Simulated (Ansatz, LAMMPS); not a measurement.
**Glassy 40SiO2-28Al2O3-16Li2O-16SrO (mol %) (85 atoms) under strain**

Aim: relax glassy 40SiO2-28Al2O3-16Li2O-16SrO (mol %) (85 atoms), then change its volume and shape to read moduli from the stress.

Calculated with Ansatz 0.2.0; Kohn-Sham DFT, PBE, PAW (set soft_2), plane waves.

## (1) The structure

The cell holds 85 atoms: 10 Si, 14 Al, 8 Li, 4 Sr and 49 O. Its edges and angles: a = 10.152 Å, b = 10.152 Å, c = 10.152 Å, α = 90.0°, β = 90.0°, γ = 90.0°. 85 atoms (10 Si, 14 Al, 8 Li, 4 Sr, 49 O) placed at random at 2.93 g/cm³, melted at 4000 K for 10 ps at fixed volume with the Morse and Coulomb pair potential with partial charges (Pedone, Malavasi, Menziani, Cormack and Segre, J. Phys. Chem. B 110, 11780 (2006)). Quenched from 4000 K to 300 K at 6 K/ps and fixed volume, held 5 ps, then minimised at fixed cell.

Limits known from the start: The quench rate of 6 K/ps far exceeds what a furnace or splat quench reaches, so expect more defects and frozen-in strain than in a real sample. The network of bonds at the start is that of the classical potential that made the cell, and needn't be the one that DFT or experiment would give. The Brillouin zone is sampled at Γ only.

## (2) Single point at the start

A single point comes first, to see the forces before anything moves.

The input, input.yaml:

```yaml
crystal:
  lattice:
    - [10.1517, 0.0, 0.0]
    - [0.0, 10.1517, 0.0]
    - [0.0, 0.0, 10.1517]
  atoms:
    - { symbol: Si, position: [0.95811, 0.31029, 0.03612] }
    - { symbol: Si, position: [0.97248, 0.76066, 0.50702] }
    - { symbol: Si, position: [0.26036, 0.21066, 0.7519] }
    - { symbol: Si, position: [0.16193, 0.83019, 0.17995] }
    - { symbol: Si, position: [0.65581, 0.71788, 0.01924] }
    - { symbol: Si, position: [0.08836, 0.65425, 0.8292] }
    - { symbol: Si, position: [0.25772, 0.23342, 0.32258] }
    - { symbol: Si, position: [0.72484, 0.10588, 0.78944] }
    - { symbol: Si, position: [0.48281, 0.54152, 0.65406] }
    - { symbol: Si, position: [0.63758, 0.06617, 0.35462] }
    - { symbol: Al, position: [0.91154, 0.41749, 0.72417] }
    - { symbol: Al, position: [0.5508, 0.2426, 0.60854] }
    - { symbol: Al, position: [0.63715, 0.40821, 0.85342] }
    - { symbol: Al, position: [0.39229, 0.8792, 0.97905] }
    - { symbol: Al, position: [0.4056, 0.49499, 0.28482] }
    - { symbol: Al, position: [0.35428, 0.95646, 0.41031] }
    - { symbol: Al, position: [0.37228, 0.31501, 0.03914] }
    - { symbol: Al, position: [0.74219, 0.67819, 0.72516] }
    - { symbol: Al, position: [0.27613, 0.69149, 0.48947] }
    - { symbol: Al, position: [0.58761, 0.12927, 0.05197] }
    - { symbol: Al, position: [0.25223, 0.88968, 0.70738] }
    - { symbol: Al, position: [0.661, 0.40675, 0.13288] }
    - { symbol: Al, position: [0.85706, 0.85277, 0.24814] }
    - { symbol: Al, position: [0.1862, 0.54185, 0.0756] }
    - { symbol: Li, position: [0.40156, 0.60244, 0.94044] }
    - { symbol: Li, position: [0.53726, 0.8487, 0.69172] }
    - { symbol: Li, position: [0.85912, 0.54392, 0.9535] }
    - { symbol: Li, position: [0.20942, 0.11397, 0.03515] }
    - { symbol: Li, position: [0.70854, 0.36556, 0.47294] }
    - { symbol: Li, position: [0.1764, 0.47416, 0.62496] }
    - { symbol: Li, position: [0.44771, 0.04283, 0.79642] }
    - { symbol: Li, position: [0.006, 0.0886, 0.22545] }
    - { symbol: Sr, position: [0.62302, 0.71549, 0.38056] }
    - { symbol: Sr, position: [0.99508, 0.14173, 0.54334] }
    - { symbol: Sr, position: [0.98009, 0.94983, 0.91417] }
    - { symbol: Sr, position: [0.00911, 0.46424, 0.35309] }
    - { symbol: O, position: [0.63317, 0.17432, 0.47287] }
    - { symbol: O, position: [0.34612, 0.47435, 0.11076] }
    - { symbol: O, position: [0.40669, 0.20809, 0.6878] }
    - { symbol: O, position: [0.57338, 0.45986, 0.26417] }
    - { symbol: O, position: [0.54029, 0.41645, 0.574] }
    - { symbol: O, position: [0.75946, 0.51103, 0.77499] }
    - { symbol: O, position: [0.5561, 0.31236, 0.01581] }
    - { symbol: O, position: [0.88271, 0.72935, 0.36912] }
    - { symbol: O, position: [0.22008, 0.05406, 0.75426] }
    - { symbol: O, position: [0.32082, 0.12302, 0.41278] }
    - { symbol: O, position: [0.86626, 0.08719, 0.74174] }
    - { symbol: O, position: [0.10137, 0.22317, 0.32856] }
    - { symbol: O, position: [0.38489, 0.85462, 0.8109] }
    - { symbol: O, position: [0.01564, 0.16824, 0.04749] }
    - { symbol: O, position: [0.33882, 0.58488, 0.61662] }
    - { symbol: O, position: [0.60834, 0.13843, 0.21677] }
    - { symbol: O, position: [0.25258, 0.88663, 0.29324] }
    - { symbol: O, position: [0.49755, 0.49518, 0.80721] }
    - { symbol: O, position: [0.10486, 0.66566, 0.48581] }
    - { symbol: O, position: [0.2859, 0.26402, 0.90307] }
    - { symbol: O, position: [0.82091, 0.34512, 0.12336] }
    - { symbol: O, position: [0.67411, 0.55217, 0.02868] }
    - { symbol: O, position: [0.209, 0.59845, 0.91725] }
    - { symbol: O, position: [0.12885, 0.78392, 0.75177] }
    - { symbol: O, position: [0.3158, 0.85561, 0.54839] }
    - { symbol: O, position: [0.5264, 0.9529, 0.38232] }
    - { symbol: O, position: [0.58753, 0.66398, 0.63283] }
    - { symbol: O, position: [0.31396, 0.21936, 0.17065] }
    - { symbol: O, position: [0.86478, 0.72796, 0.62046] }
    - { symbol: O, position: [0.71497, 0.09216, 0.94784] }
    - { symbol: O, position: [0.73883, 0.78316, 0.1373] }
    - { symbol: O, position: [0.38574, 0.6413, 0.36651] }
    - { symbol: O, position: [0.97625, 0.69056, 0.93312] }
    - { symbol: O, position: [0.01223, 0.8906, 0.1851] }
    - { symbol: O, position: [0.4598, 0.03663, 0.99559] }
    - { symbol: O, position: [0.91449, 0.34887, 0.88871] }
    - { symbol: O, position: [0.2995, 0.38299, 0.35779] }
    - { symbol: O, position: [0.03325, 0.53808, 0.73994] }
    - { symbol: O, position: [0.23172, 0.88194, 0.04389] }
    - { symbol: O, position: [0.77435, 0.98493, 0.32815] }
    - { symbol: O, position: [0.61889, 0.0203, 0.71539] }
    - { symbol: O, position: [0.02023, 0.90432, 0.50159] }
    - { symbol: O, position: [0.15698, 0.67207, 0.1796] }
    - { symbol: O, position: [0.0641, 0.42282, 0.08684] }
    - { symbol: O, position: [0.15849, 0.29056, 0.67183] }
    - { symbol: O, position: [0.66222, 0.26009, 0.76222] }
    - { symbol: O, position: [0.69942, 0.75494, 0.87281] }
    - { symbol: O, position: [0.88008, 0.37745, 0.56294] }
    - { symbol: O, position: [0.50121, 0.75398, 0.03657] }
kpoints:
  mp_grid: { grid: [1, 1, 1] }
hamiltonian:
  xc: pbe
scf:
  occupations: { method: fermi_dirac, width: 0.025 }
output:
  forces: true
```

Started as:

```sh
ansatz run input.yaml --threads 4 --pin off --max-ram 8192MiB --backend cpu --events-out ev --progress --plain --runs-dir out
```

Standard output:

```text
[...]
Pseudopotentials: kind: paw
Pseudopotential: Si, paw, valence charge 4, recommended cutoff 420 eV (normal), Si.paw.azcp
Pseudopotential: Al, paw, valence charge 3, recommended cutoff 420 eV (normal), Al.paw.azcp
Pseudopotential: Li, paw, valence charge 3, recommended cutoff 420 eV (normal), Li.paw.azcp
Pseudopotential: Sr, paw, valence charge 10, recommended cutoff 420 eV (normal), Sr.paw.azcp
Pseudopotential: O, paw, valence charge 6, recommended cutoff 420 eV (normal), O.paw.azcp
[... 5 lines on functional and potentials left out ...]
Crystal: 85 atoms, lattice volume = 1046.204 Å³
Basis set: ecut = 420 eV, 20341 PW (Γ), exchange–correlation on 144×144×144 points (8 copies of the dense FFT grid, shifted against one another)
Bands: 305, of which v1, the nominal top of the filled ones, is band 220 counted from 1 (219 counted from 0)
Symmetry: 1 space group operations
Space group: P1 (ITA 1), of the structure as read, at distance tolerance 1.0e-4 Å
k-points: 1
[... 11 lines on functional and potentials left out ...]
Initial density: superposition of atomic densities (neutral atoms: chi_scale 0, normalization atom), corrected by the library's trained network
Initial wavefunctions: pseudopotential atomic-orbital guess
[...]
SCF iter   1: F=—  HF=-57611.453024 eV  |F-HF|=—  |Δ(HF+E_count)|=         —  Δρ=1.98e-3  dr2=6.40e-2  ethr=1.77e-3  ⟨swp⟩=7.0  Hψ=1558  notcnv=0  defer=58
preconditioner: auto → Resta (q_TF=auto, 2.362 Å⁻¹)  ε∞=3.3  [insulator: Δε(μ)=3.188 eV  Ē_g=15.432 eV  σ=0.025 eV  W_gap=1.00  n_scr=250 (ndim 8)  ℏωp=23.4 eV  f_vac=0.061  D(μ)=0.00/eV (n_scr^D=0)  ε∞_Penn≈3.3]
SCF iter   2: F=—  HF=-57611.457497 eV  |F-HF|=—  |Δ(HF+E_count)|=   4.47e-3  Δρ=1.10e-3  dr2=1.62e-2  ethr=1.46e-5  ⟨swp⟩=2.0  Hψ=496  notcnv=0  defer=79
SCF iter   3: F=—  HF=-57611.458941 eV  |F-HF|=—  |Δ(HF+E_count)|=   1.44e-3  Δρ=5.14e-4  dr2=4.78e-3  ethr=3.69e-6  ⟨swp⟩=2.0  Hψ=395  notcnv=0  defer=29
automatic band count: iteration 3 solves 255 bands in place of 305: the levels show a gap, and the empty bands left out lie too high to hold charge; the band table lists the bands solved (type scf.n_extra_bands for more)
SCF iter   4: F=—  HF=-57611.458782 eV  |F-HF|=—  |Δ(HF+E_count)|=   1.59e-4  Δρ=1.67e-4  dr2=3.32e-4  ethr=1.09e-6  ⟨swp⟩=2.0  Hψ=393  notcnv=0  defer=29
SCF iter   5: F=—  HF=-57611.458903 eV  |F-HF|=—  |Δ(HF+E_count)|=   1.21e-4  Δρ=1.13e-4  dr2=1.21e-4  ethr=7.55e-8  ⟨swp⟩=2.0  Hψ=389  notcnv=0  defer=29
SCF iter   6: F=—  HF=-57611.458924 eV  |F-HF|=—  |Δ(HF+E_count)|=   2.06e-5  Δρ=3.16e-5  dr2=1.13e-5  ethr=2.76e-8  ⟨swp⟩=2.0  Hψ=388  notcnv=0  defer=29
SCF iter   7: F=—  HF=-57611.460751 eV  |F-HF|=—  |Δ(HF+E_count)|=   1.83e-3  Δρ=1.33e-5  dr2=1.83e-6  ethr=2.58e-9  ⟨swp⟩=2.0  Hψ=474  notcnv=0  defer=29
SCF iter   8: F=—  HF=-57611.460753 eV  |F-HF|=—  |Δ(HF+E_count)|=   1.73e-6  Δρ=8.99e-6  dr2=7.24e-7  ethr=4.16e-10  ⟨swp⟩=2.0  Hψ=434  notcnv=0  defer=29
SCF iter   9: F=-57611.460753 eV  HF=-57611.460753 eV  |F-HF|=2.67e-8  |Δ(HF+E_count)|=   3.68e-8  Δρ=1.89e-6  dr2=4.09e-8  ethr=2.27e-11  ⟨swp⟩=3.0  Hψ=908  notcnv=0
SCF 1 converged in 9 iterations: F = -57611.460753 eV  dr2 = 4.09e-8
[...]
SCF converged after 9 iterations
Free energy (F): -57611.460753 eV
Harris-Foulkes:  -57611.460753 eV  (|F-HF|=2.67e-8)
Internal energy: -57611.460753 eV  (E = F + TS)
E sigma→0 (E₀):  -57611.460753 eV
Fermi energy:    6.306469 eV
--- Per-component energies (eV) ---
[...]
Σ components = -57611.460753   (vs F -57611.460753, Δ=0.00e0)
--- Forces (eV/Å), atoms counted from 1 ---
  atom   1  Si    -0.44711420     1.53184432    -0.41435203
  atom   2  Si    -0.63480486    -0.19150994    -0.43864772
  atom   3  Si     1.34795922     0.02539144     0.36445541
  atom   4  Si     0.63841941    -0.49197579    -0.42562370
[...]
atom  85  O     -0.85199426    -0.49734929     0.37372478
  max |Σ_I F_I| component: 1.65e-4 eV/Å
```

Elapsed: 11 s, on 4 threads of Intel Xeon Platinum 8488C (Sapphire Rapids), shared host; peak memory 1.4 GiB.

The r.m.s. force at the start is 0.81 eV/Å.

[end of part 1 of 4]

[Long decimals in the printed logs are rounded to 6 places.]

[Logs are printed without paths, hosts, clocks, repeated set-up lines and the standing remarks that a program may print on its own settings, such as how far it seeks lower states.]

[Hosts, paths, dates, database ids (printed as entryN), source tags and the programs' standing remarks are cut or masked in the printed files.]
